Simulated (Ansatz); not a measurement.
## What MoS3 (built on the sites of a database entry of WO3) distorts into

Wanted: the energy along a soft mode of MoS3 (built on the sites of a database entry of WO3) and the structure at the end.

Method: DFT PBEsol, scalar-relativistic, plane waves, PseudoDojo norm-conserving pseudopotentials, in Ansatz 0.2.0.

Most raw output is cut from this account.

The structure was built from a prototype and need not be the compound's stable phase.

## (1) The starting structure

It takes space group Pm-3m (No. 221, cubic). The conventional cell has a = 4.630 Å, b = 4.630 Å, c = 4.630 Å, α = 90.00°, β = 90.00°, γ = 90.00°. Mo has 6 S at 2.31 Å nearest. S has 2 Mo at 2.31 Å nearest. Farther neighbours and most contacts between anions are not listed.

## (2) Response at finite wavevector

The cell comes from relaxations at this level that are not shown. Stability and thermal properties need the whole zone. Linear response on a 2×2×2 q mesh gives force constants as far as a supercell of that size would.

input.yaml

```yaml
crystal:
  lattice:
    - [4.6295550062, 0.0, 0.0]
    - [0.0, 4.6295550062, 0.0]
    - [0.0, 0.0, 4.6295550062]
  atoms:
    - { symbol: Mo, position: [0.0, 0.0, 0.0] }
    - { symbol: S, position: [0.0, 0.0, 0.5] }
    - { symbol: S, position: [0.0, 0.5, 0.0] }
    - { symbol: S, position: [0.5, 0.0, 0.0] }
kpoints:
  mp_grid: { grid: [8, 8, 8] }
hamiltonian:
  xc: pbesol
  pseudopotentials: { kind: nc, accuracy: standard }
scf:
  occupations: { method: methfessel_paxton, width: 0.15 }
output:
  eigenvalues: true
phonons:
  method: dfpt
  qmesh: [2, 2, 2]
  temperatures: { t_max: 1000, t_step: 50 }
  qpath:
    path:
      - [[0.0, 0.0, 0.0], [0.0, 0.5, 0.0], [0.5, 0.5, 0.0], [0.0, 0.0, 0.0], [0.5, 0.5, 0.5], [0.0, 0.5, 0.0]]
      - [[0.5, 0.5, 0.5], [0.5, 0.5, 0.0]]
    npoints: 10
```

Command:

```bash
$ ansatz run input.yaml --threads 4 --pin off --max-ram 7168MiB --backend cpu --events-out ev --progress --plain --runs-dir out
```

Wall time 5.9 min (4 threads of Arm Neoverse V2, shared host); peak memory 2.5 GiB.

This step gave:

| Item | Value |
| --- | --- |
| volume per atom | 24.81 Å³ |
| gap on the k-mesh | 0 eV |
| sum-rule residual before enforcement | 5.32e-5 eV/Å² |
| lowest frequency on the path | -218.3 cm⁻¹ |
| point group | m-3m |
| highest frequency on the path or at a solved wavevector | 507.3 cm⁻¹ |
| highest optical mode at the zone centre (no LO-TO term) | 378.1 cm⁻¹ |
| lowest optical zone-centre mode | 56.12 cm⁻¹ |
| lowest mode on the q mesh (acoustic modes at Γ apart) | -218.3 cm⁻¹ |

Frequencies (cm⁻¹) solved at each irreducible wavevector; negative means imaginary. Frequencies by wavevector, by row:

```tsv
q in reciprocal lattice units	star	mode 1	mode 2	mode 3	mode 4	mode 10	mode 11	mode 12
0 0 0	1	0	0	0	56.1	378.1	378.1	378.1
0 0 -0.5	3	-46.4	-46.4	82	82	366.3	366.3	421.6
0 -0.5 -0.5	3	-73.5	-14.3	102.1	130.5	227.9	353	466.9
-0.5 -0.5 -0.5	1	-218.3	-218.3	-9.7	-9.7	225.4	225.4	507.3
```

Interpolated from a 2×2×2 q mesh. Phonon branches along the path, in cm⁻¹:

```tsv
point	branch 1	branch 2	branch 3	branch 4	branch 9	branch 10	branch 11	branch 12
Γ	0	0	0	56	107	378	378	378
halfway	-26	-26	75	75	130	373	373	399
X	-46	-46	82	82	176	366	366	422
halfway	-61	68	82	114	205	261	360	456
M	-74	-14	102	130	170	228	353	467
halfway	-46	56	97	113	179	311	367	437
Γ	0	0	0	56	107	378	378	378
halfway	37	37	78	101	180	286	286	473
R	-218	-218	-10	-10	225	225	225	507
halfway	-10	64	71	75	206	212	256	489
X	-46	-46	82	82	176	366	366	422
jump to R	-218	-218	-10	-10	225	225	225	507
halfway	-136	-44	-12	71	203	203	227	500
M	-74	-14	102	130	170	228	353	467
```

Symmetry leaves 4 wavevectors to solve. The lowest mode among them, the acoustic zeros apart, lies at q = (-0.5, -0.5, -0.5) and is imaginary, 218.3i cm⁻¹, so the energy falls along it.

## (3) The mode frozen in, largest atomic shift 0 Å

The mode followed lies at q = (0, -0.5, -0.5) with frequency 73.5i cm⁻¹, one of the unstable modes though not the softest. At small amplitude the distorted cell has space group no. 129 by a symmetry search on the positions. The undistorted cell that holds it gives the zero of energy on the same k mesh.

System of this step: MoS3 (built on the sites of a database entry of WO3). The structure is cubic, space group Pm-3m (No. 221). The conventional cell has a = 4.630 Å, b = 4.630 Å, c = 4.630 Å, α = 90.00°, β = 90.00°, γ = 90.00°. Mo has 6 S at 2.31 Å nearest. S has 2 Mo at 2.31 Å nearest. Nearest to S lie 2 Mo at 2.31 Å. Farther neighbours and most contacts between anions are not listed.

input.yaml

```yaml
crystal:
  lattice:
    - [-4.6295550062, 0.0, 0.0]
    - [0.0, -4.6295550062, -4.6295550062]
    - [0.0, -4.6295550062, 4.6295550062]
  atoms:
    - { symbol: Mo, position: [0.0, 1.0, 0.0] }
    - { symbol: Mo, position: [0.0, 0.5, 0.5] }
    - { symbol: S, position: [1.0, 0.25, 0.75] }
    - { symbol: S, position: [1.0, 0.75, 0.25] }
    - { symbol: S, position: [0.0, 0.75, 0.75] }
    - { symbol: S, position: [0.0, 0.25, 0.25] }
    - { symbol: S, position: [0.5, 0.5, 0.5] }
    - { symbol: S, position: [0.5, 0.0, 0.0] }
kpoints:
  mp_grid: { grid: [8, 6, 6] }
hamiltonian:
  xc: pbesol
  pseudopotentials: { kind: nc, accuracy: standard }
scf:
  occupations: { method: methfessel_paxton, width: 0.15 }
output:
  forces: true
  stress: true
  eigenvalues: true
```

Run time: 19 s. Hardware: 4 threads; peak memory 1.7 GiB; 76 s of CPU time.

Numbers from this step:

```yaml
pressure: 0.1576 GPa
energy_from_the_undistorted_cell: 0 meV/atom
```

The run ends at a pressure of 0.16 GPa.

## (4) The mode frozen in, largest atomic shift 0.22 Å

The atoms are moved along the unstable eigenvector, the largest shift by 0.22 Å, with the cell fixed.

input.yaml, the sections that differ from step 3:

```yaml
crystal:
  lattice:
    - [-4.6295550062, 0.0, 0.0]
    - [0.0, -4.6295550062, -4.6295550062]
    - [0.0, -4.6295550062, 4.6295550062]
  atoms:
    - { symbol: Mo, position: [-0.047520766, 1.0, 0.0] }
    - { symbol: Mo, position: [0.047520766, 0.5, 0.5] }
    - { symbol: S, position: [1.0, 0.25, 0.75] }
    - { symbol: S, position: [1.0, 0.75, 0.25] }
    - { symbol: S, position: [0.0, 0.75, 0.75] }
    - { symbol: S, position: [0.0, 0.25, 0.25] }
    - { symbol: S, position: [0.5225570002, 0.5, 0.5] }
    - { symbol: S, position: [0.4774429998, 0.0, 0.0] }
# kpoints, hamiltonian, scf, output: as in step 3
```

Wall time 20 s (4 threads); peak memory 1.7 GiB; 81 s of CPU time.

This step gave:

- pressure: 0.07385 GPa
- energy from the undistorted cell: -9.59 meV/atom

The energy, extrapolated to zero smearing, is -9.59 meV/atom against the undistorted cell.

The run ends at a pressure of 0.07 GPa, with forces up to 0.13 eV/Å.

## (5) Energy along the mode, all amplitudes (two of the runs are shown above)

An imaginary frequency means negative curvature, so the energy should fall and then rise again as anharmonic terms take over.

Numbers from this step:

| Item | Value |
| --- | --- |
| depth at the lowest point sampled | 9.59 meV/atom |
| largest atomic shift at that point | 0.22 Å |

Energy from the parent against largest atomic shift:

```tsv
largest atomic shift (Å)	energy from the parent (meV/atom)
0.000	0
0.040	-0.516
0.080	-1.96
0.140	-5.24
0.220	-9.59
0.320	-8.04
0.450	19.7
```

Displacement at unit largest shift by atom:

```tsv
atom	x (Å)	y (Å)	z (Å)	size
Mo1	1.00	0.00	0.00	1.00
Mo2	-1.00	0.00	0.00	1.00
S3	0.00	0.00	0.00	0.00
S4	0.00	0.00	0.00	0.00
S5	0.00	0.00	0.00	0.00
S6	0.00	0.00	0.00	0.00
S7	-0.47	0.00	0.00	0.47
S8	0.47	0.00	0.00	0.47
```

The lowest of the steps tried is at 0.22 Å, 9.59 meV/atom below the parent; the bottom of the well need not coincide with a step.

## (6) Relaxing from the distorted cell

Starting from the lowest point found, all atoms and the cell are let go, so that strain and other modes of the same symmetry can join in.

input.yaml: that of step 4 with these lines changed.

```diff
@@ -25 +25,10 @@
   eigenvalues: true
+  write_density: true
+  write_potential: true
+  elf: true
+  volumetric_format: npy
+relax:
+  adjacent_minimum: "off"
+  f_tol: 0.002
+  max_steps: 120
+  cell: { stress_tol: 0.03 }
```

The job ended after 2.9 min (4 threads; peak memory 1.8 GiB; 11 min of CPU time).

Relaxation path:

```tsv
step	energy less that of the first step (eV)	largest force component (eV/Å)	pressure (GPa)	volume (Å³)
1	0.0000	0.1304	0.07	198.45
2	-0.0213	0.2755	-0.11	197.95
3	-0.0290	0.2401	-0.03	197.71
4	-0.0360	0.0610	-0.07	198.04
5	-0.0363	0.0143	0.08	198.05
6	-0.0365	0.0007	0.01	198.13
7*	-0.0365	0.0007	0.01	198.13
```

Relaxation steps marked * repeat the geometry before them on a plane-wave basis chosen anew for their cell, so energy and pressure can jump there.

The run keeps the 16 symmetry operations that it works with, so distortions that break them were not tested.

```tsv
cell as run	before	after	change
a (Å)	4.630	4.701	+1.6 %
b (Å)	6.547	6.492	-0.8 %
c (Å)	6.547	6.492	-0.8 %
volume (Å³/atom)	24.81	24.77	-0.2 %
```

The atoms that moved most (Å, as changes of fractional coordinates times the final cell):

```tsv
atom	dx	dy	dz	length
Mo1	0.096	0.000	0.000	0.096
Mo2	-0.096	0.000	0.000	0.096
S8	0.050	0.000	0.000	0.050
S7	-0.050	0.000	0.000	0.050
```

Numbers from this step:

| Property | Result |
| --- | --- |
| pressure | 0.006397 GPa |
| volume per atom | 24.77 Å³ |

Valence density in the ac plane at fractional y = 0.500, with atoms of Mo and S within 0.2 Å of it. It is the smooth field of the valence electrons, not physical close to the nuclei.

Values in e/Å³, 19 rows by 14 columns, each cell a mean:
```
0.0 0.0 0.0 0.0 0.0 0.0 0.0 0.0 0.0 0.0 0.0 0.0 0.0 0.0
0.0 0.0 0.0 0.0 0.0 0.0 0.0 0.0 0.0 0.0 0.0 0.0 0.0 0.0
0.1 0.1 0.0 0.0 0.0 0.0 0.0 0.0 0.0 0.0 0.0 0.0 0.0 0.1
0.1 0.1 0.1 0.0 0.0 0.0 0.0 0.0 0.0 0.0 0.0 0.0 0.1 0.1
0.2 0.2 0.1 0.1 0.1 0.1 0.1 0.1 0.1 0.0 0.1 0.1 0.1 0.2
0.3 0.3 0.2 0.1 0.1 0.1 0.2 0.2 0.2 0.1 0.1 0.1 0.2 0.2
0.8 0.9 0.6 0.3 0.3 0.3 0.5 0.6 0.5 0.4 0.2 0.2 0.2 0.4
3.6 4.1 2.6 0.8 0.5 0.7 1.0 1.0 1.0 0.8 0.4 0.3 0.5 1.4
5.0 4.0 5.1 1.8 0.8 1.1 1.1 0.5 0.7 1.1 0.7 0.4 0.9 3.6
4.2 2.7 5.1 2.1 0.9 1.1 1.0 0.3 0.6 1.1 0.7 0.4 1.0 4.0
5.1 5.3 4.0 1.3 0.7 0.9 1.1 0.9 1.0 1.0 0.6 0.3 0.6 2.4
1.6 1.8 1.1 0.5 0.3 0.5 0.7 0.8 0.7 0.5 0.3 0.2 0.3 0.7
0.4 0.4 0.3 0.2 0.2 0.2 0.3 0.3 0.3 0.2 0.1 0.1 0.2 0.3
0.2 0.2 0.1 0.1 0.1 0.1 0.1 0.1 0.1 0.1 0.1 0.1 0.1 0.2
0.1 0.1 0.1 0.1 0.0 0.0 0.0 0.0 0.0 0.0 0.0 0.1 0.1 0.1
0.1 0.1 0.1 0.0 0.0 0.0 0.0 0.0 0.0 0.0 0.0 0.0 0.1 0.1
0.1 0.0 0.0 0.0 0.0 0.0 0.0 0.0 0.0 0.0 0.0 0.0 0.0 0.0
0.0 0.0 0.0 0.0 0.0 0.0 0.0 0.0 0.0 0.0 0.0 0.0 0.0 0.0
0.0 0.0 0.0 0.0 0.0 0.0 0.0 0.0 0.0 0.0 0.0 0.0 0.0 0.0
```
Columns run along a (4.7 Å), rows up along c (6.5 Å). Atoms in or near the plane, at fractional coordinates: Mo at (0.07, 0.50), S at (0.53, 0.50).

Electrostatic potential energy in the ac plane at fractional y = 0.500, with atoms of Mo and S within 0.2 Å of it. With pseudopotentials it is smooth inside the atoms' cores, unlike the true potential.

Ten even steps from '_' (-110 eV) to '@' (11 eV), each cell a mean:
```
@@@@@@@@@@@@@@@@@@@@@@@@@@@@
@@@@@@@@@@@@@@@@@@@@@@@@@@@@
@@@@@@@@@@@@@@@@@@@@@@@@@@@@
@@@@@@@@@@@@@@@@@@@@@@@@@@@@
@@@@@@@@@@@@@@@@@@@@@@@@@@@@
@@@@@@@@@@@@@@@@@@@@@@@@@@@@
%%%%%%@@@@@@@@%%@@@@@@@@@@%%
----++%%@@%%##++**%%@@@@%%##
____..**%%##==..::**%%@@%%==
______**%%##--__..++%%@@##--
..__--##%%%%**--==##@@@@%%++
##**##%%@@@@%%%%%%@@@@@@@@%%
%%%%@@@@@@@@@@@@@@@@@@@@@@@@
@@@@@@@@@@@@@@@@@@@@@@@@@@@@
@@@@@@@@@@@@@@@@@@@@@@@@@@@@
@@@@@@@@@@@@@@@@@@@@@@@@@@@@
@@@@@@@@@@@@@@@@@@@@@@@@@@@@
@@@@@@@@@@@@@@@@@@@@@@@@@@@@
@@@@@@@@@@@@@@@@@@@@@@@@@@@@
```
Columns run along a (4.7 Å; values clipped at the 3rd and 97th percentile), rows up along c (6.5 Å). Atoms in or near the plane, at fractional coordinates: Mo at (0.07, 0.50), S at (0.53, 0.50).

ELF in the ac plane at fractional y = 0.500, with atoms of Mo and S within 0.2 Å of it. It is the smooth field of the valence electrons, not physical close to the nuclei.

Ten even steps from '_' (0.00) to '@' (0.84), each cell a mean:
```
____________________________
____________________________
....________________________
::....__________________....
::::::......----::..__....::
::::....::++######==::....::
--==--::==##@@@@@@%%++::..::
%%@@##--++@@@@%%@@@@%%--::++
**==%%++++%%**..--@@@@----%%
==::##**++%%++__::@@@@--==@@
%%%%@@==++@@%%++##@@%%----##
****++::==%%@@@@@@@@**::..--
::::....--**%%@@%%**--....::
::::......--==++==::......::
::::....____......______..::
......____________________..
____________________________
____________________________
____________________________
```
Columns run along a (4.7 Å), rows up along c (6.5 Å). Atoms in or near the plane, at fractional coordinates: Mo at (0.07, 0.50), S at (0.53, 0.50).

The distorted start has space group P4/nmm; the relaxation ends in P4/nmm.

## (7) The new phase in its own primitive cell

The relaxed structure is symmetrised, reduced to its primitive cell and relaxed tightly, as its phonons need.

input.yaml

```yaml
crystal:
  lattice:
    - [6.4918230434, 0.0, 0.0]
    - [0.0, 6.4918230434, 0.0]
    - [0.0, 0.0, 4.7013196377]
  atoms:
    - { symbol: Mo, position: [0.0, 0.5, 0.9320334561] }
    - { symbol: Mo, position: [0.5, 0.0, 0.0679665439] }
    - { symbol: S, position: [0.25, 0.25, 0.0] }
    - { symbol: S, position: [0.75, 0.75, 0.0] }
    - { symbol: S, position: [0.75, 0.25, 0.0] }
    - { symbol: S, position: [0.25, 0.75, 0.0] }
    - { symbol: S, position: [0.5, 0.0, 0.5332610176] }
    - { symbol: S, position: [0.0, 0.5, 0.4667389824] }
kpoints:
  mp_grid: { grid: [6, 6, 8] }
hamiltonian:
  xc: pbesol
  pseudopotentials: { kind: nc, accuracy: standard }
scf:
  occupations: { method: methfessel_paxton, width: 0.15 }
output:
  forces: true
  stress: true
  eigenvalues: true
relax:
  adjacent_minimum: "off"
  f_tol: 0.001
  max_steps: 60
  cell: { stress_tol: 0.01 }
```

The job ended after 54 s (4 threads; peak memory 1.7 GiB).

Little changed from the start: no atom moved by 0.005 Å and no cell edge by 0.1 %.

The largest force component left is 0.71 meV/Å and the pressure is 0.006 GPa, within the tolerances set. The cell now holds 24.77 Å³/atom.

## (8) Modes of the new phase, k-mesh 6×6×8

A relaxed structure may still be a saddle point, so its zone-centre modes are computed. No field response is asked, since the mesh shows no gap.

input.yaml: that of step 7 with these lines changed.

```diff
@@ -22,9 +22,4 @@
 output:
-  forces: true
-  stress: true
   eigenvalues: true
-relax:
-  adjacent_minimum: "off"
-  f_tol: 0.001
-  max_steps: 60
-  cell: { stress_tol: 0.01 }
+phonons:
+  method: dfpt
```

Wall time 5.5 min (4 threads); peak memory 5.2 GiB.

The run was cut off at the time limit after its SCF cycle had converged; no result of it is taken.

The program's message: “Warning: RAYON_NUM_THREADS=4 ignore”

## (9) The phases reached

The phases reached along the modes that were followed are set side by side.

Energies are those of the first relaxation, on the mesh of the frozen mode; space group, volume and gap are those of the last relaxation. Phases, by row:

```tsv
mode frozen in	space group	energy from parent (meV/atom)	volume (Å³/atom)	gap on mesh (eV)	lowest zone-centre optical mode (cm⁻¹)	largest shift (Å)
parent	Pm-3m	0	24.81	0	–	–
q = (-0.5, -0.5, -0.5), 218i cm⁻¹	I4/mmm	-2.11	24.94	0.082	–	0.062
q = (-0.5, -0.5, -0.5), 218i cm⁻¹	I4/mcm	-2.23	24.95	0.112	–	0.056
q = (-0.5, -0.5, -0.5), 218i cm⁻¹	I4/mcm	-2.23	24.95	0.113	–	0.057
q = (0, -0.5, -0.5), 73i cm⁻¹	P4/nmm	-14.19	24.77	0	–	0.32
```

## (10) Results

* unstable mode of the parent: q = (0, -0.5, -0.5), 74i cm⁻¹
* depth at the lowest point sampled: 9.59 meV/atom
* largest atomic shift at that point: 0.22 Å
* space group reached (within 0.01 Å): P4/nmm
* energy gained over the parent (first relaxation, on the mesh of the frozen mode): 14.2 meV/atom
* volume per atom, phase reached: 24.8 Å³

In words: Along this mode the structure falls into P4/nmm, 14.2 meV/atom below the parent. At the parent's cell the well is 9.59 meV/atom deep on the steps tried, with its lowest point at a shift of 0.22 Å. Relaxing atoms and cell changes the gain by +4.60 meV/atom against the lowest step (energies at zero smearing). The modes of the phase reached were not computed on this path. Of the 4 patterns followed to their end from this parent, this one reaches the lowest energy. Each path keeps the symmetry of its pattern, so a lower phase may lie along a pattern not tried. With no gap, or one that is small against the smearing, the frequencies hang on the k mesh and the smearing, most of all near Kohn anomalies. A phonon run warned that its eigensolver left some bands unconverged in a pass. The starting cell was built on a prototype and not taken from a measurement, so the phase need not exist.

[Logs are printed without paths, hosts, clocks, repeated set-up lines and the standing remarks that a program may print on its own settings, such as how far it seeks lower states.]

[Hosts, paths, dates, database ids (printed as entryN), source tags and the programs' standing remarks are cut or masked in the printed files.]
